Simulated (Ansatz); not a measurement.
# A convergence test on ZrSe3 (P2_1/m): k mesh of the hybrid

Aim: see how gap, energy and time of ZrSe3 (P2_1/m) follow the k mesh of the hybrid.

Main program and level: Ansatz 0.2.0; DFT, HSE06, plane waves, PAW.

## Step 1: Set-up

The structure is monoclinic, space group P2_1/m (No. 11). The conventional cell has a = 5.411 Å, b = 3.749 Å, c = 9.444 Å, α = 90.00°, β = 97.48°, γ = 90.00°. Nearest to Zr lie 8 Se at 2.72 to 2.87 Å. Nearest to Se lie 4 Zr at 2.72 to 2.87 Å. Se has 1 Se at 2.34 Å and 2 Zr at 2.73 Å nearest. Nearest to Se lie 1 Se at 2.34 Å and 2 Zr at 2.74 Å. Farther neighbours, and contacts between anions beyond the nearest, are not listed.

The cell and positions come from the Crystallography Open Database and are kept as given unless a step says otherwise. The default PAW set here is soft_2. Its files were made with PBE.

## Step 2: k mesh of the hybrid: 2×2×2

input.yaml reads:

```yaml
crystal:
  lattice:
    - [5.4109, 0.0, 0.0]
    - [0.0, 3.7488, 0.0]
    - [-1.2294209091, 0.0, 9.3636349901]
  atoms:
    - { symbol: Zr, position: [0.285, 0.25, 0.656] }
    - { symbol: Zr, position: [0.715, 0.75, 0.344] }
    - { symbol: Se, position: [0.762, 0.25, 0.554] }
    - { symbol: Se, position: [0.238, 0.75, 0.446] }
    - { symbol: Se, position: [0.456, 0.25, 0.174] }
    - { symbol: Se, position: [0.544, 0.75, 0.826] }
    - { symbol: Se, position: [0.888, 0.25, 0.169] }
    - { symbol: Se, position: [0.112, 0.75, 0.831] }
kpoints:
  mp_grid: { grid: [2, 2, 2] }
  band_path:
    path:
      - [0.0, 0.0, 0.0]
      - [0.0, 0.5, 0.0]
      - [0.0, 0.5, 0.5]
      - [0.0, 0.0, 0.5]
      - [-0.5, 0.0, 0.5]
      - [-0.5, 0.5, 0.5]
      - [-0.5, 0.5, 0.0]
      - [-0.5, 0.0, 0.0]
      - [-0.1, 0.0, 0.0]
    npoints: 1
hamiltonian:
  xc: hse06
scf:
  occupations: { method: fixed }
  n_extra_bands: 6
output:
  eigenvalues: true
```

On the command line:

```
$ ansatz run input.yaml --threads 3 --pin off --max-ram 92160MiB --backend cuda --events-out ev --progress --plain --runs-dir out --devices 1 --max-vram 13GiB
```

The log of the run:

```text
scf.n_extra_bands = 6 over 60 filled bands (N_el = 120.0): the run solves 66 bands
exact exchange: scf.exx.singularity resolves to wigner_seitz, which cuts the screened interaction at the faces of the exchange supercell's Wigner-Seitz cell, so that each pair interacts once, at the shortest of its separations (the periodic images that this leaves out come, for a point-like exchange hole, to about 0.028 eV on a filled level). The cut falls within the interaction's reach, and what an exchange supercel [...]
GPUs: using 1 of 1 available (devices: 1).
Engine: ansatz 0.2.0, x86_64-unknown-linux-gnu
Pseudopotentials: kind: paw
Pseudopotential: Zr, paw, valence charge 12, recommended cutoff 420 eV (normal), Zr.paw.azcp
Pseudopotential: Se, paw, valence charge 16, recommended cutoff 420 eV (normal), Se.paw.azcp
Functional definition: HSE06
  parameter a = 0.25
  parameter omega = 0.11/bohr
  exchange = pbe_x - a*pbe_x_sr(omega) + a*exact_x_sr(omega)
  correlation = pbe_c
davidson cushion auto → on  (no smearing: the cushion is to keep the highest requested band from converging to the state above it; pin scf.eigensolver.cushion to override)
device memory: the entry about to start is reckoned to put 3.3 GiB on a device that reports 41.2 GiB free (of which the cap on the GPU budget leaves the run 13.0 GiB)
GPU FFT provider: cuFFT
GPU libraries: cuBLAS 13.8.2, cuFFT 12.4.0, cuSOLVER 12.3.4
Crystal: 8 atoms, lattice volume = 189.936 Å³
Basis set: ecut = 420 eV, 3689 PW (Γ)
Bands: 66, of which v1, the nominal top of the filled ones, is band 60 counted from 1 (59 counted from 0)
Symmetry: 4 space group operations
Space group: P21/m (ITA 11), of the structure as read, at distance tolerance 5.7e-5 Å
k-points: 8
Non-local potential: Zr, projectors of the file, l = 0: 3, l = 1: 2, l = 2: 2, l = 3: 2
Non-local potential: Se, projectors of the file, l = 0: 2, l = 1: 2, l = 2: 3, l = 3: 1
PAW form: soft (Blöchl's): semilocal exchange-correlation on the pseudo side does not see the compensation charge
PAW frozen core: Zr, regenerated for the run's functional, and the local potential with it (the file was generated under x = pbe(κ = 0.804, μ = 0.219515), c = pbe(β = 0.066725))
PAW frozen core: Se, regenerated for the run's functional, and the local potential with it (the file was generated under x = pbe(κ = 0.804, μ = 0.219515), c = pbe(β = 0.066725))
PAW one-centre angular grid: Zr, 590 points (default); XC on 64 Gauss nodes
PAW one-centre angular grid: Se, 590 points (default); XC on 64 Gauss nodes
Initial density: superposition of atomic densities (neutral atoms: chi_scale 0, normalization atom), corrected by the library's trained network
Initial wavefunctions: pseudopotential atomic-orbital guess
GPU buffer pool allocated for 69120 grid points (all kernels)
GPU transforms: local potential and band sums: pruned to the plane-wave sphere, on 40×25×64
Functional: x = pbe(κ = 0.804, μ = 0.219515), c = pbe(β = 0.066725), warm-up for x = pbe(κ = 0.804, μ = 0.219515) + 0.25 (exact − pbe) at short range (hse, ω = 0.207870 Å⁻¹), c = pbe(β = 0.066725); HSE06 as pw.x's `hse` composes it (authors' and Libxc's form: `xc: wpbeh`)
SCF iter   1: F=—  HF=-41189.305922 eV  |F-HF|=—  |Δ(HF+E_count)|=         —  Δρ=7.58e-3  dr2=1.43e-1  ethr=1.77e-3  ⟨swp⟩=5.2  Hψ=2059  notcnv=0
preconditioner: auto → none  [insulator: Δε(μ)=0.488 eV  Ē_g=7.544 eV  n_scr=52 (ndim 8)  ℏωp=17.9 eV  f_vac=0.061]
SCF iter   2: F=—  HF=-41189.332799 eV  |F-HF|=—  |Δ(HF+E_count)|=   2.69e-2  Δρ=5.01e-3  dr2=3.01e-1  ethr=1.19e-4  ⟨swp⟩=4.1  Hψ=1456  notcnv=0
SCF iter   3: F=—  HF=-41189.311975 eV  |F-HF|=—  |Δ(HF+E_count)|=   2.08e-2  Δρ=4.06e-3  dr2=1.42e-1  ethr=1.19e-4  ⟨swp⟩=3.8  Hψ=1321  notcnv=0
SCF iter   4: F=—  HF=-41189.298258 eV  |F-HF|=—  |Δ(HF+E_count)|=   1.37e-2  Δρ=1.78e-3  dr2=2.13e-2  ethr=1.18e-4  ⟨swp⟩=2.5  Hψ=1175  notcnv=0
iter 5 solved again at ethr=1.16e-6 eV; its pass at ethr=1.77e-5 eV (dr2=1.39e-3 eV) is discarded
[...]
SCF iter   3: F=—  HF=-41203.482187 eV  |F-HF|=—  |Δ(HF+E_count)|=   6.15e-2  Δρ=2.26e-3  dr2=3.42e-2  ethr=1.82e-8  ⟨swp⟩=7.5  Hψ=2989  notcnv=0
SCF iter   4: F=—  HF=-41203.517217 eV  |F-HF|=—  |Δ(HF+E_count)|=   3.50e-2  Δρ=2.07e-3  dr2=1.37e-2  ethr=1.82e-8  ⟨swp⟩=6.0  Hψ=2546  notcnv=0
SCF iter   5: F=—  HF=-41203.513776 eV  |F-HF|=—  |Δ(HF+E_count)|=   3.44e-3  Δρ=9.37e-4  dr2=1.18e-3  ethr=1.82e-8  ⟨swp⟩=5.5  Hψ=2301  notcnv=0
SCF iter   6: F=—  HF=-41203.515326 eV  |F-HF|=—  |Δ(HF+E_count)|=   1.55e-3  Δρ=3.07e-4  dr2=6.40e-4  ethr=1.82e-8  ⟨swp⟩=4.9  Hψ=2139  notcnv=0
SCF iter   7: F=-41203.515199 eV  HF=-41203.515204 eV  |F-HF|=5.04e-6  |Δ(HF+E_count)|=   1.22e-4  Δρ=7.90e-5  dr2=1.43e-5  ethr=1.82e-8  ⟨swp⟩=4.6  Hψ=1620  notcnv=0
SCF 2 stopped early in 7 iterations: F = -41203.515199 eV  dr2 = 1.43e-5
hybrid outer 1: dexx = +4.792e-2 eV, tail = 4.31e-4 eV
GPU FFT provider: cuFFT
GPU libraries: cuBLAS 13.8.2, cuFFT 12.4.0, cuSOLVER 12.3.4
GPU buffer pool allocated for 69120 grid points (all kernels)
GPU transforms: local potential and band sums: pruned to the plane-wave sphere, on 40×25×64
Exchange kernel: α = 0.2500, screened, ω = 0.2079 Å⁻¹, Wigner–Seitz truncation, v(0) = 890.8354 eV·Å³, q-mesh 2×2×2, nearest image of the exchange supercell L = 7.50 Å, pair-density grid 24×18×40, without the augmentation charges, whose exchange is taken in its separable form by FFT convolution over the k-point mesh (sized by the pseudopotential files, 36×27×64 at the most), smooth part of the exact exchange by density-matrix convolution in up to 1.95 GiB of GPU memory as planned if the GPU has room (build and FFT work areas not counted)
Frozen-core exchange: fock
SCF iter   1: F=—  HF=-41203.516166 eV  |F-HF|=—  |Δ(HF+E_count)|=         —  Δρ=6.11e-5  dr2=1.61e-5  ethr=1.79e-6  ⟨swp⟩=2.6  Hψ=1178  notcnv=0
preconditioner: auto → none  [insulator: Δε(μ)=1.200 eV  Ē_g=8.913 eV  n_scr=52 (ndim 8)  ℏωp=17.9 eV  f_vac=0.063]
iter 2 solved again at ethr=9.63e-10 eV; its pass at ethr=1.01e-8 eV (dr2=1.16e-6 eV) is discarded
SCF iter   2: F=—  HF=-41203.516170 eV  |F-HF|=—  |Δ(HF+E_count)|=   4.56e-6  Δρ=2.86e-5  dr2=1.69e-6  ethr=9.63e-10  ⟨swp⟩=2.0  Hψ=3071  notcnv=0
SCF iter   3: F=—  HF=-41203.516175 eV  |F-HF|=—  |Δ(HF+E_count)|=   4.22e-6  Δρ=1.87e-5  dr2=5.88e-7  ethr=9.63e-10  ⟨swp⟩=4.5  Hψ=1713  notcnv=0  defer=2
SCF iter   4: F=-41203.516175 eV  HF=-41203.516175 eV  |F-HF|=2.04e-8  |Δ(HF+E_count)|=   1.17e-7  Δρ=5.73e-6  dr2=6.21e-8  ethr=4.46e-10  ⟨swp⟩=3.0  Hψ=1273  notcnv=0
SCF 3 converged in 4 iterations: F = -41203.516175 eV  dr2 = 6.21e-8
hybrid outer 2: dexx = +6.039e-6 eV, tail = 2.62e-7 eV, Δε = 4.07e-3 eV (about 2.06e-4 eV left of the loop's levels)
device memory: the entry about to start is reckoned to put 1.3 GiB on a device that reports 37.5 GiB free (of which the cap on the GPU budget leaves the run 13.0 GiB)
NSCF: frozen V_eff on 9 k-points
hybrid SCF converged: 2 outer / 11 inner (+7 warm-up), last move |dexx| = 6.04e-6 eV, tail = 2.62e-7 eV
Stability not checked: this state was not tested for a lower state beside it, because the functional holds exact exchange (a hybrid, or Hartree-Fock), whose exchange loop this test does not read (fock_operator; see scf.lower_state_search)
Free energy (F): -41203.516175 eV
Frozen-core exchange: fock
Harris-Foulkes:  -41203.516175 eV  (|F-HF|=2.04e-8)
Internal energy: -41203.516175 eV  (E = F + TS)
E sigma→0 (E₀):  -41203.516175 eV
Fermi energy:    9.062482 eV
--- Per-component energies (eV) ---
  E_band       = -2786.401800
  E_kinetic    = 1378.398425
  E_local      = -16408.133367  (includes V_loc(G=0)·N_el)
  E_nonlocal   = -3423.698641
  E_hartree    = 7909.434180
  E_xc         = -765.507356
  E_vxc        = -780.881032  (∫ρ·V_xc dr)
  E_exx        = -473.146656  (= α·E_x^exact, valence–valence)
  E_paw        = -17090.234490  (= ΣΔE_a)
  E_vpaw       = 1575.343740  (= ΣTr[D̂ρ^β])
  E_aug_tail   = -0.003554  (compensation charges beyond the density's cutoff)
  E_ewald      = -12323.410640
  E_core_change = -7.214077  (= ΣΔE_core)
  E_smearing   = -0.000000  (= −TS)
  E_closure    = -0.000000  (closes the sum)
  Σ components = -41203.516175   (vs F -41203.516175, Δ=-7.28e-12)
--- Band table (eV; the first three rows and the last of 8) ---
  k-point 0: bands = [... 56 lower, 8.4498, 8.4549, 9.0624, 9.0625, 10.6283, 11.0952, 12.7044, 12.9975, ... 2 higher]
  k-point 1: bands = [... 56 lower, 8.3493, 8.4412, 8.9657, 9.0296, 10.4927, 11.2575, 12.7086, 12.9797, ... 2 higher]
  k-point 2: bands = [... 56 lower, 7.2597, 7.2597, 7.8932, 7.8932, 12.4532, 12.4532, 13.0880, 13.0880, ... 2 higher]
  k-point 7: bands = [... 56 lower, 7.3682, 7.3682, 7.6373, 7.6373, 10.6117, 10.6117, 12.5197, 12.5197, ... 2 higher]
```

Wall time 29 s (1 × NVIDIA H100 80GB HBM3 (shared by 6 runs) with 3 threads of AMD EPYC 7R13 (Zen 3), shared host); peak memory 1.3 GiB; 36 s of CPU time.

Read from the output:

| Property | Result |
| --- | --- |
| gap | 1.192 eV |
| valence top at | k = (-0.100, 0.000, 0.000) |
| conduction bottom at | Y_2 |
| least direct gap | 1.463 eV |
| exact-exchange fraction | 0.25 |

The gap is indirect, with the least direct gap 0.27 eV higher.

## Step 3: k mesh of the hybrid: 2×4×2

Changes to input.yaml since step 2:

```diff
@@ -15,3 +15,3 @@
 kpoints:
-  mp_grid: { grid: [2, 2, 2] }
+  mp_grid: { grid: [2, 4, 2] }
   band_path:
@@ -35 +35,5 @@
   eigenvalues: true
+  write_density: true
+  write_potential: true
+  elf: true
+  volumetric_format: npy
```

The log of the run:

```text
[...]
GPUs: using 1 of 1 available (devices: 1).
[...]
GPU FFT provider: cuFFT
GPU libraries: cuBLAS 13.8.2, cuFFT 12.4.0, cuSOLVER 12.3.4
Crystal: 8 atoms, lattice volume = 189.936 Å³
Basis set: ecut = 420 eV, 3689 PW (Γ)
Bands: 66, of which v1, the nominal top of the filled ones, is band 60 counted from 1 (59 counted from 0)
Symmetry: 4 space group operations
[...]
k-points: 12 of 16
[...]
Fermi energy:    9.086568 eV
[...]
--- Band table (eV; the first three rows and the last of 12) ---
  k-point 0: bands = [... 56 lower, 8.4108, 8.5039, 9.0348, 9.0866, 10.5654, 11.0416, 12.6628, 12.9711, ... 2 higher]
  k-point 1: bands = [... 56 lower, 8.4002, 8.4903, 8.9906, 9.0009, 10.4353, 11.1992, 12.6662, 12.9532, ... 2 higher]
  k-point 2: bands = [... 56 lower, 7.7294, 7.8246, 8.0164, 8.1475, 11.8187, 12.0744, 12.8047, 12.8437, ... 2 higher]
  k-point 11: bands = [... 56 lower, 7.3266, 7.3266, 7.5922, 7.5922, 10.5971, 10.5971, 12.5168, 12.5168, ... 2 higher]
[key lines of the parts left out:]
Free energy (F): -41204.331062 eV
```

Run time: 37 s. Hardware: 1 × NVIDIA H100 80GB HBM3 (shared by 6 runs) with 3 threads; peak memory 1.4 GiB.

This step gave:

- gap: 1.143 eV
- valence top at: k = (-0.100, 0.000, 0.000)
- conduction bottom at: Y_2
- least direct gap: 1.434 eV

The gap is 1.143 eV, −0.049 eV from the run before at this level.

## Step 4: k mesh of the hybrid: 4×6×2

Changes to input.yaml since step 3:

```diff
@@ -15,3 +15,3 @@
 kpoints:
-  mp_grid: { grid: [2, 4, 2] }
+  mp_grid: { grid: [4, 6, 2] }
   band_path:
```

The log of the run:

```text
[...]
GPUs: using 1 of 1 available (devices: 1).
[...]
GPU FFT provider: cuFFT
GPU libraries: cuBLAS 13.8.2, cuFFT 12.4.0, cuSOLVER 12.3.4
Crystal: 8 atoms, lattice volume = 189.936 Å³
Basis set: ecut = 420 eV, 3689 PW (Γ)
Bands: 66, of which v1, the nominal top of the filled ones, is band 60 counted from 1 (59 counted from 0)
Symmetry: 4 space group operations
[...]
k-points: 24 of 48
[...]
Fermi energy:    9.106273 eV
[...]
--- Band table (eV; the first three rows and the last of 24) ---
  k-point 0: bands = [... 56 lower, 8.3959, 8.4859, 9.0451, 9.1063, 10.5494, 11.0267, 12.6627, 12.9602, ... 2 higher]
  k-point 1: bands = [... 56 lower, 8.3855, 8.4722, 9.0115, 9.0135, 10.4235, 11.1819, 12.6667, 12.9422, ... 2 higher]
  k-point 2: bands = [... 56 lower, 7.9834, 8.1685, 8.1783, 8.5718, 11.2755, 11.6514, 12.8468, 12.9193, ... 2 higher]
  k-point 23: bands = [... 56 lower, 7.3258, 7.3258, 7.5819, 7.5819, 10.5166, 10.5166, 12.5160, 12.5160, ... 2 higher]
[key lines of the parts left out:]
Free energy (F): -41204.748557 eV
```

Elapsed: 58 s, on 1 × NVIDIA H100 80GB HBM3 (shared by 6 runs) with 3 threads; peak memory 1.8 GiB.

This step gave:

- gap: 1.052 eV
- valence top at: k = (-0.100, 0.000, 0.000)
- conduction bottom at: Y_2
- least direct gap: 1.398 eV

The gap is 1.052 eV, −0.091 eV from the run before at this level.

## Step 5: The series

Differences are against the last row; a negative gap means that bands overlap, and a run with a band path holds that path's time. Times are wall times on 1 × NVIDIA H100 80GB HBM3 (shared by 6 runs) with 3 threads of AMD EPYC 7R13 (Zen 3), shared host, good to a factor of about two.

```csv
k mesh of the hybrid,gap (eV),direct gap (eV),gap error (eV),energy error (meV/atom),irreducible k,time
2×2×2,1.192,1.463,+0.140,+154.0,8,29 s
2×4×2,1.143,1.434,+0.091,+52.2,12,37 s
4×6×2,1.052,1.398,+0.000,+0.0,24,58 s
```

## Step 6: Results

```json
{"2×2×2": "1.192 eV", "2×4×2": "1.143 eV", "4×6×2": "1.052 eV"}
```

The gap holds to 0.02 eV from 4×6×2 on, the last run itself, so the series does not show convergence. At 2×2×2 the gap is off by +0.140 eV and the energy by +154 meV/atom. The gap is read over the mesh and added points near the edges, so meshes differ mainly through the density and, for a hybrid, the exchange operator.

[Long decimals in the printed logs are rounded to 6 places.]

[Logs are printed without paths, hosts, clocks, repeated set-up lines and the standing remarks that a program may print on its own settings, such as how far it seeks lower states.]

[Paths, hosts, dates, memory and timing lines, banners, echoed tables and standing remarks are left out of the program output; an Ansatz launch command may be rebuilt from the run's recorded settings. Measured values are a selection of at most five: reports struck by readers or far from the other reports are left out. None is set beside runs whose start may be inverted or whose files or cutoffs have a known fault.]

[Runs of the session that timed out or met a known fault of the program may be left out.]

[Cells called generated may have been cut or substituted from an entry of the Crystallography Open Database or the Materials Project.]

[Hosts, paths, dates, database ids (printed as entryN), source tags and the programs' standing remarks are cut or masked in the printed files.]

[Where the starting crystal was built by hand or by swapping elements, it need not be the compound's stable phase.]
